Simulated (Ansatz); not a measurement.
## (CdS)1(CdSe)3 [0001] superlattice, started as wurtzite: phonons and vibrational spectra

Wanted: phonon frequencies of (CdS)1(CdSe)3 [0001] superlattice, started as wurtzite and what follows from them.

Method: DFT PBE, scalar-relativistic, plane waves, PAW, in Ansatz 0.2.0.

Most raw output is cut from this account.

The structure was built from a prototype and need not be the compound's stable phase.

**1. Set-up**

It takes space group P3m1 (No. 156, trigonal). The conventional cell has a = 4.260 Å, b = 4.260 Å, c = 13.875 Å, α = 90.00°, β = 90.00°, γ = 120.00°. Nearest to Cd lie 1 S at 2.60 Å and 3 Se at 2.61 Å. Cd has 1 Se at 2.60 Å and 3 S at 2.61 Å nearest. Cd has 4 Se at 2.60 to 2.61 Å nearest. Nearest to Cd lie 4 Se at 2.60 to 2.61 Å. S has 4 Cd at 2.60 to 2.61 Å nearest. Nearest to Se lie 4 Cd at 2.60 to 2.61 Å. Farther neighbours and most contacts between anions are not listed.

**2. Bringing the structure to rest, k-mesh 6×6×2**

The cell and atoms are relaxed, since residual forces and stress would shift the frequencies.

input.yaml reads:

```yaml
crystal:
  lattice:
    - [4.26, 0.0, 0.0]
    - [-2.13, 3.68927, 0.0]
    - [0.0, 0.0, 13.875]
  atoms:
    - { symbol: Cd, position: [0.333333, 0.666667, 0.0] }
    - { symbol: Cd, position: [0.666667, 0.333333, 0.25] }
    - { symbol: Cd, position: [0.333333, 0.666667, 0.5] }
    - { symbol: Cd, position: [0.666667, 0.333333, 0.75] }
    - { symbol: S, position: [0.333333, 0.666667, 0.1875] }
    - { symbol: Se, position: [0.666667, 0.333333, 0.4375] }
    - { symbol: Se, position: [0.333333, 0.666667, 0.6875] }
    - { symbol: Se, position: [0.666667, 0.333333, 0.9375] }
kpoints:
  mp_grid: { grid: [6, 6, 2] }
hamiltonian:
  xc: pbe
scf:
  occupations: { method: gaussian, width: 0.02 }
output:
  forces: true
  stress: true
  eigenvalues: true
  write_density: true
  write_potential: true
  elf: true
  volumetric_format: npy
relax:
  adjacent_minimum: "off"
  f_tol: 0.005
  max_steps: 80
  cell: { stress_tol: 0.05 }
```

The run is started by

```sh
ansatz run input.yaml --threads 4 --pin off --max-ram 14336MiB --backend cpu --events-out ev --progress --plain --runs-dir out
```

Run time: 29 s. Hardware: 4 threads of Arm Neoverse V2, shared host; peak memory 0.81 GiB; 1.9 min of CPU time.

Relaxation path:

| step | energy less that of the first step (eV) | largest force component (eV/Å) | pressure (GPa) | volume (Å³) |
| --- | --- | --- | --- | --- |
| 1 | 0.0000 | 0.5654 | 3.04 | 218.06 |
| 2 | -0.1381 | 0.1908 | -0.87 | 234.92 |
| 3 | -0.1681 | 0.0109 | -0.16 | 231.20 |
| 4 | -0.1687 | 0.0041 | 0.01 | 230.36 |
| 5* | -0.1711 | 0.0042 | 0.00 | 230.36 |

Relaxation steps marked * repeat the geometry before them on a plane-wave basis chosen anew for their cell, so energy and pressure can jump there.

The run keeps the 6 symmetry operations that it works with, so distortions that break them were not tested.

| conventional cell, symmetrised | before | after | change |
| --- | --- | --- | --- |
| a (Å) | 4.260 | 4.336 | +1.8 % |
| b (Å) | 4.260 | 4.336 | +1.8 % |
| c (Å) | 13.875 | 14.147 | +2.0 % |
| volume (Å³/atom) | 27.26 | 28.80 | +5.6 % |

The atoms that moved most (Å, as changes of fractional coordinates times the final cell):

| atom | dx | dy | dz | length |
| --- | --- | --- | --- | --- |
| Cd2 | 0.000 | 0.000 | -0.111 | 0.111 |
| Cd1 | 0.000 | 0.000 | 0.105 | 0.105 |
| Se6 | 0.000 | 0.000 | -0.074 | 0.074 |
| Se8 | 0.000 | 0.000 | 0.065 | 0.065 |
| Cd3 | 0.000 | 0.000 | -0.038 | 0.038 |
| Cd4 | 0.000 | 0.000 | 0.033 | 0.033 |
| S5 | 0.000 | 0.000 | 0.025 | 0.025 |
| Se7 | 0.000 | 0.000 | -0.005 | 0.005 |

Final coordinates:

```cif
data_structure
_symmetry_space_group_name_H-M 'P 1'
_symmetry_Int_Tables_number 1
_cell_length_a 4.3362
_cell_length_b 4.3362
_cell_length_c 14.1471
_cell_angle_alpha 90.000
_cell_angle_beta 90.000
_cell_angle_gamma 120.000
_cell_volume 230.36
loop_
_atom_site_label
_atom_site_type_symbol
_atom_site_fract_x
_atom_site_fract_y
_atom_site_fract_z
_atom_site_occupancy
Cd1 Cd 0.33333 0.66667 0.00745 1
Cd2 Cd 0.66667 0.33333 0.24217 1
Cd3 Cd 0.33333 0.66667 0.49730 1
Cd4 Cd 0.66667 0.33333 0.75233 1
S5 S 0.33333 0.66667 0.18926 1
Se6 Se 0.66667 0.33333 0.43224 1
Se7 Se 0.33333 0.66667 0.68714 1
Se8 Se 0.66667 0.33333 0.94212 1
```

This step gave:

```yaml
pressure: -3.06e-4 GPa
gap_on_the_k_mesh: 0.5924 eV
volume_per_atom: 28.80 Å³
direct_gap_on_mesh: 0.5924 eV
```

Valence density in the ac plane at fractional y = 0.667, with atoms of Cd and S and Se within 0.2 Å of it. It is the smooth field of the valence electrons, not physical close to the nuclei.

Ten steps, logarithmic in the rise over the least value, from '_' (0 e/Å³) to '@' (24 e/Å³), each cell a mean:
```
....--**####**--............
____....::::....____........
____________________________
____________________________
____________________________
__......::::......____....__
....--++####++::....________
..::--##@@@@##--::..________
__..::==++++==::..__________
____....::::....____________
____::--++++--..____________
__..==##@@@@##==::__________
....==##%%%%##==............
......::----::..............
____________________________
____________________________
____________________________
____....::::....____________
....::--------::....________
..::----::::----::..________
__..::--------::..__________
____....::::....____________
__..::==****++::..__________
..::++%%@@@@%%==::__________
```
Columns run along a (4.3 Å), rows up along c (14.1 Å). Atoms in or near the plane, at fractional coordinates: Cd at (0.33, 0.01), Cd at (0.33, 0.50), S at (0.33, 0.19), Se at (0.33, 0.69).

ELF in the ac plane at fractional y = 0.667, with atoms of Cd and S and Se within 0.2 Å of it. It is the smooth field of the valence electrons, not physical close to the nuclei.

Values, 24 rows by 14 columns, each cell a mean:
```
0.30 0.18 0.27 0.44 0.57 0.56 0.45 0.26 0.19 0.34 0.54 0.63 0.63 0.55
0.44 0.24 0.16 0.19 0.24 0.23 0.19 0.16 0.25 0.46 0.60 0.65 0.65 0.61
0.31 0.18 0.09 0.08 0.08 0.08 0.08 0.10 0.18 0.33 0.45 0.51 0.51 0.45
0.10 0.05 0.03 0.02 0.02 0.02 0.02 0.03 0.06 0.11 0.16 0.20 0.20 0.16
0.10 0.11 0.17 0.24 0.28 0.28 0.24 0.17 0.12 0.10 0.12 0.14 0.14 0.12
0.21 0.40 0.61 0.68 0.70 0.70 0.68 0.59 0.40 0.20 0.16 0.17 0.17 0.16
0.41 0.68 0.78 0.71 0.56 0.57 0.71 0.78 0.68 0.39 0.19 0.15 0.15 0.18
0.56 0.74 0.77 0.57 0.26 0.28 0.56 0.78 0.74 0.53 0.24 0.12 0.12 0.22
0.44 0.65 0.75 0.77 0.73 0.73 0.77 0.75 0.65 0.42 0.17 0.06 0.06 0.16
0.17 0.30 0.42 0.47 0.49 0.49 0.47 0.41 0.31 0.16 0.06 0.02 0.02 0.05
0.11 0.15 0.20 0.27 0.33 0.32 0.27 0.20 0.15 0.11 0.07 0.06 0.06 0.07
0.16 0.19 0.36 0.55 0.74 0.73 0.56 0.35 0.20 0.17 0.24 0.30 0.30 0.23
0.26 0.18 0.32 0.51 0.66 0.66 0.51 0.30 0.19 0.30 0.49 0.59 0.59 0.50
0.42 0.22 0.17 0.24 0.30 0.30 0.24 0.17 0.23 0.44 0.60 0.66 0.66 0.62
0.36 0.21 0.11 0.10 0.11 0.11 0.11 0.12 0.21 0.38 0.50 0.56 0.56 0.51
0.13 0.07 0.03 0.02 0.02 0.02 0.03 0.04 0.07 0.14 0.22 0.27 0.27 0.22
0.08 0.08 0.13 0.20 0.25 0.25 0.20 0.13 0.09 0.08 0.11 0.13 0.13 0.11
0.17 0.35 0.61 0.72 0.75 0.75 0.72 0.58 0.36 0.17 0.14 0.16 0.16 0.14
0.35 0.68 0.85 0.78 0.57 0.58 0.78 0.84 0.68 0.33 0.16 0.15 0.14 0.15
0.48 0.76 0.83 0.60 0.18 0.20 0.60 0.83 0.76 0.45 0.19 0.11 0.11 0.17
0.36 0.61 0.77 0.82 0.82 0.82 0.83 0.76 0.61 0.34 0.13 0.05 0.05 0.12
0.12 0.22 0.32 0.37 0.39 0.39 0.37 0.31 0.22 0.11 0.04 0.02 0.02 0.04
0.12 0.16 0.23 0.34 0.42 0.42 0.34 0.23 0.16 0.12 0.09 0.09 0.09 0.09
0.18 0.20 0.38 0.59 0.80 0.79 0.60 0.36 0.20 0.19 0.29 0.39 0.38 0.29
```
Columns run along a (4.3 Å), rows up along c (14.1 Å). Atoms in or near the plane, at fractional coordinates: Cd at (0.33, 0.01), Cd at (0.33, 0.50), S at (0.33, 0.19), Se at (0.33, 0.69).

Electrostatic potential energy in the ac plane at fractional y = 0.667, with atoms of Cd and S and Se within 0.2 Å of it. With pseudopotentials it is smooth inside the atoms' cores, unlike the true potential.

Ten even steps from '0' (-23 eV) to '9' (11 eV), each cell a mean:
```
97421125799999
99876678999999
99999999999999
99999999999999
99999999999999
99877779998888
98534435898889
97346643799999
98644446899999
99987789999999
98753357899999
87310013799999
87310014799999
99765568899899
99999999999999
99999999999999
99999999999999
99987789998888
98510016898888
98300003899999
99742247999999
99987789999999
98632236899999
86310003689999
```
Columns run along a (4.3 Å; values clipped at the 3rd and 97th percentile), rows up along c (14.1 Å). Atoms in or near the plane, at fractional coordinates: Cd at (0.33, 0.01), Cd at (0.33, 0.50), S at (0.33, 0.19), Se at (0.33, 0.69).

In this step the volume went from 27.26 to 28.80 Å³/atom.

**3. Bringing the structure to rest, k-mesh 9×9×2**

The relaxation is repeated from its end, on the mesh and smearing that suit the cell and gap now reached.

input.yaml, the sections that differ from step 2:

```yaml
crystal:
  lattice:
    - [4.3361778042, 0.0, 0.0]
    - [-2.1680889021, 3.7552401337, 0.0]
    - [0.0, 0.0, 14.1471492223]
  atoms:
    - { symbol: Cd, position: [0.3333333333, 0.6666666667, 0.0074464969] }
    - { symbol: Cd, position: [0.6666666667, 0.3333333333, 0.2421674538] }
    - { symbol: Cd, position: [0.3333333333, 0.6666666667, 0.4973007954] }
    - { symbol: Cd, position: [0.6666666667, 0.3333333333, 0.7523257323] }
    - { symbol: S, position: [0.3333333333, 0.6666666667, 0.1892561187] }
    - { symbol: Se, position: [0.6666666667, 0.3333333333, 0.4322416319] }
    - { symbol: Se, position: [0.3333333333, 0.6666666667, 0.6871391289] }
    - { symbol: Se, position: [0.6666666667, 0.3333333333, 0.942122642] }
kpoints:
  mp_grid: { grid: [9, 9, 2] }
# hamiltonian, scf, output, relax: as in step 2
```

Elapsed: 23 s, on 4 threads; peak memory 0.86 GiB; 86 s of CPU time.

Little changed from the start: no atom moved by 0.005 Å and no cell edge by 0.1 %.

This step gave:

| Quantity | Value |
| --- | --- |
| pressure | -0.003936 GPa |
| gap on the k-mesh | 0.5942 eV |
| direct gap on mesh | 0.5942 eV |

In this step the volume went from 28.80 to 28.80 Å³/atom.

**4. Relaxing to small forces for the phonons**

Phonons need a cell at rest on their own settings, so the relaxation is repeated with tight tolerances on forces and stress on the k mesh and occupations of the first response run.

input.yaml, as its differences from that of step 3:

```diff
@@ -19,3 +19,3 @@
 scf:
-  occupations: { method: gaussian, width: 0.02 }
+  occupations: { method: fixed }
 output:
@@ -24,10 +24,6 @@
   eigenvalues: true
-  write_density: true
-  write_potential: true
-  elf: true
-  volumetric_format: npy
 relax:
   adjacent_minimum: "off"
-  f_tol: 0.005
-  max_steps: 80
-  cell: { stress_tol: 0.05 }
+  f_tol: 0.001
+  max_steps: 60
+  cell: { stress_tol: 0.01 }
```

Run time: 39 s. Hardware: 4 threads; peak memory 0.86 GiB; 2.6 min of CPU time.

Little changed from the start: no atom moved by 0.005 Å and no cell edge by 0.1 %.

Numbers from this step:

```yaml
pressure: 8.92e-5 GPa
gap_on_the_k_mesh: 0.5920 eV
volume_per_atom: 28.79 Å³
direct_gap_on_mesh: 0.5920 eV
```

The largest force component left is 0.42 meV/Å and the pressure is 0.000 GPa, within the tolerances set. The cell now holds 28.79 Å³/atom.

**5. Modes at Γ**

The zone centre is the only wavevector solved here; it holds the modes that light can see, as far as symmetry allows. The response to a homogeneous field gives the Born charges and the dielectric tensor, and its change with displacement the Raman tensors.

input.yaml reads:

```yaml
crystal:
  lattice:
    - [4.3348902029, 0.0, 0.0]
    - [-2.1674451015, 3.7541250383, 0.0]
    - [0.0, 0.0, 14.1540906719]
  atoms:
    - { symbol: Cd, position: [0.3333333333, 0.6666666667, 0.0075175507] }
    - { symbol: Cd, position: [0.6666666667, 0.3333333333, 0.242156263] }
    - { symbol: Cd, position: [0.3333333333, 0.6666666667, 0.4973572637] }
    - { symbol: Cd, position: [0.6666666667, 0.3333333333, 0.7523787871] }
    - { symbol: S, position: [0.3333333333, 0.6666666667, 0.1892109077] }
    - { symbol: Se, position: [0.6666666667, 0.3333333333, 0.4322063484] }
    - { symbol: Se, position: [0.3333333333, 0.6666666667, 0.6870980658] }
    - { symbol: Se, position: [0.6666666667, 0.3333333333, 0.9420748136] }
kpoints:
  mp_grid: { grid: [9, 9, 2] }
hamiltonian:
  xc: pbe
scf:
  occupations: { method: fixed }
output:
  eigenvalues: true
phonons:
  method: dfpt
  dielectric: true
  rigid_motions: translations
  raman: true
```

Wall time 63 min (4 threads); peak memory 5.5 GiB.

The run was cut off at the time limit after its SCF cycle had converged; no result of it is taken.

The program's message: “Warning: RAYON”

**6. Modes at Γ**

The zone centre is the only wavevector solved here; it holds the modes that light can see, as far as symmetry allows. No field response is asked.

input.yaml, as its differences from that of step 5:

```diff
@@ -24,4 +24 @@
   method: dfpt
-  dielectric: true
-  rigid_motions: translations
-  raman: true
```

It took 8.8 min on 4 threads; peak memory 2.8 GiB; 34 min of CPU time.

This step gave:

```
sum-rule residual before enforcement                    : 9.77e-5 eV/Å²
point group                                             : 3m
highest optical mode at the zone centre (no LO-TO term) : 258.0 cm⁻¹
lowest optical zone-centre mode                         : 28.63 cm⁻¹
```

Before it was imposed, the acoustic sum rule was missed by 9.8e-5 eV/Å². Small misses are needed for a sound result but don't prove that mesh and cutoff are converged. The lowest optical mode is real, 28.6 cm⁻¹.

**7. Isotope substitution, element Cd, natural mass 112.414 amu**

An isotope changes the mass and not the force constants, so no new electronic calculation is needed; the shifts show which modes move this element.

The same force constants with the mass of Cd changed from 112.414 to 115.905 u (phonopy, no LO-TO term). Both lists are sorted by frequency; levels can cross, so a row need not hold one and the same mode. Modes under 3 cm⁻¹ are left out. Isotope shifts, by row:

| q | rank | natural mass (cm⁻¹) | changed mass (cm⁻¹) |
| --- | --- | --- | --- |
| 0 0 0 | 4 | 28.63 | 28.35 |
| 0 0 0 | 5 | 28.63 | 28.35 |
| 0 0 0 | 6 | 29.97 | 29.67 |
| 0 0 0 | 7 | 29.97 | 29.67 |
| 0 0 0 | 8 | 37.87 | 37.43 |
| 0 0 0 | 9 | 37.87 | 37.43 |
| 0 0 0 | 10 | 80.92 | 80.09 |
| 0 0 0 | 11 | 85.2 | 84.21 |
| 0 0 0 | 12 | 120.8 | 119 |
| 0 0 0 | 13 | 157.3 | 156.4 |
| 0 0 0 | 14 | 160.5 | 159.6 |
| 0 0 0 | 15 | 160.5 | 159.6 |
| 0 0 0 | 16 | 161.1 | 160.2 |
| 0 0 0 | 17 | 161.1 | 160.2 |
| 0 0 0 | 18 | 162.1 | 161.2 |
| 0 0 0 | 19 | 162.1 | 161.2 |
| 0 0 0 | 20 | 178.7 | 178.2 |
| 0 0 0 | 21 | 186.4 | 185.5 |
| 0 0 0 | 22 | 204.2 | 203.7 |
| 0 0 0 | 23 | 204.2 | 203.7 |
| 0 0 0 | 24 | 258 | 257.5 |

A mode of this element alone would shift by -1.52 %. The highest zone-centre frequency without the field goes from 258.0 to 257.5 cm⁻¹ (-0.2 %). The product of the frequency ratios over all optical modes at Γ is 0.857; the product rule, (m/m′)^(3k/2) (M′/M)^(3/2) with k = 4 such atoms and M the mass of the cell, gives 0.857.

**8. Another isotope, element S, natural mass 32.06 amu**

The same for S, from 32.06 to 33.97 u.

The same force constants with the mass of S changed from 32.060 to 33.968 u (phonopy, no LO-TO term). Both lists are sorted by frequency; levels can cross, so a row need not hold one and the same mode. Modes under 3 cm⁻¹ are left out. Isotope shifts, by row:

| q | rank | natural mass (cm⁻¹) | changed mass (cm⁻¹) |
| --- | --- | --- | --- |
| 0 0 0 | 4 | 28.63 | 28.62 |
| 0 0 0 | 5 | 28.63 | 28.62 |
| 0 0 0 | 6 | 29.97 | 29.95 |
| 0 0 0 | 7 | 29.97 | 29.95 |
| 0 0 0 | 8 | 37.87 | 37.76 |
| 0 0 0 | 9 | 37.87 | 37.76 |
| 0 0 0 | 10 | 80.92 | 80.91 |
| 0 0 0 | 11 | 85.2 | 85.04 |
| 0 0 0 | 12 | 120.8 | 120.7 |
| 0 0 0 | 13 | 157.3 | 157.2 |
| 0 0 0 | 14 | 160.5 | 160.5 |
| 0 0 0 | 15 | 160.5 | 160.5 |
| 0 0 0 | 16 | 161.1 | 161.1 |
| 0 0 0 | 17 | 161.1 | 161.1 |
| 0 0 0 | 18 | 162.1 | 162.1 |
| 0 0 0 | 19 | 162.1 | 162.1 |
| 0 0 0 | 20 | 178.7 | 178.7 |
| 0 0 0 | 21 | 186.4 | 186.4 |
| 0 0 0 | 22 | 204.2 | 199.5 |
| 0 0 0 | 23 | 204.2 | 199.5 |
| 0 0 0 | 24 | 258 | 251.8 |

A mode of this element alone would shift by -2.85 %. The highest zone-centre frequency without the field goes from 258.0 to 251.8 cm⁻¹ (-2.4 %). The product of the frequency ratios over all optical modes at Γ is 0.921; the product rule, (m/m′)^(3k/2) (M′/M)^(3/2) with k = 1 such atoms and M the mass of the cell, gives 0.921.

**9. Isotope substitution, element Se, natural mass 78.971 amu**

The same for Se, from 78.97 to 81.92 u.

The same force constants with the mass of Se changed from 78.971 to 81.917 u (phonopy, no LO-TO term). Both lists are sorted by frequency; levels can cross, so a row need not hold one and the same mode. Modes under 3 cm⁻¹ are left out. Isotope shifts, by row:

| q | rank | natural mass (cm⁻¹) | changed mass (cm⁻¹) |
| --- | --- | --- | --- |
| 0 0 0 | 4 | 28.63 | 28.44 |
| 0 0 0 | 5 | 28.63 | 28.44 |
| 0 0 0 | 6 | 29.97 | 29.8 |
| 0 0 0 | 7 | 29.97 | 29.8 |
| 0 0 0 | 8 | 37.87 | 37.77 |
| 0 0 0 | 9 | 37.87 | 37.77 |
| 0 0 0 | 10 | 80.92 | 80.42 |
| 0 0 0 | 11 | 85.2 | 84.92 |
| 0 0 0 | 12 | 120.8 | 120.6 |
| 0 0 0 | 13 | 157.3 | 155.6 |
| 0 0 0 | 14 | 160.5 | 158.8 |
| 0 0 0 | 15 | 160.5 | 158.8 |
| 0 0 0 | 16 | 161.1 | 159.3 |
| 0 0 0 | 17 | 161.1 | 159.3 |
| 0 0 0 | 18 | 162.1 | 160.2 |
| 0 0 0 | 19 | 162.1 | 160.2 |
| 0 0 0 | 20 | 178.7 | 176.1 |
| 0 0 0 | 21 | 186.4 | 184.2 |
| 0 0 0 | 22 | 204.2 | 204.2 |
| 0 0 0 | 23 | 204.2 | 204.2 |
| 0 0 0 | 24 | 258 | 257.8 |

A mode of this element alone would shift by -1.81 %. The highest zone-centre frequency without the field goes from 258.0 to 257.8 cm⁻¹ (-0.1 %). The product of the frequency ratios over all optical modes at Γ is 0.863; the product rule, (m/m′)^(3k/2) (M′/M)^(3/2) with k = 3 such atoms and M the mass of the cell, gives 0.864.

**10. Outcome**

* space group after relaxation (within 0.01 Å): P3m1
* volume per atom: 28.8 Å³
* gap on the k-mesh: 0.592 eV
* highest optical mode at the zone centre (no LO-TO term): 258 cm⁻¹
* lowest optical zone-centre mode: 28.6 cm⁻¹
* imaginary modes at Γ (the only wavevector solved): none

The structure is stable against zone-centre distortions, since no mode there is imaginary; other wavevectors were not solved, so zone-boundary instabilities are untested. Without the field, the optical modes at Γ span 29 to 258 cm⁻¹. No dispersion was computed. The starting cell was built on a prototype and not taken from a measurement, so the phase need not exist. These are harmonic frequencies at zero temperature: anharmonic shifts, linewidths and thermal expansion are left out.

[Logs are printed without paths, hosts, clocks, repeated set-up lines and the standing remarks that a program may print on its own settings, such as how far it seeks lower states.]

[Hosts, paths, dates, database ids (printed as entryN), source tags and the programs' standing remarks are cut or masked in the printed files.]
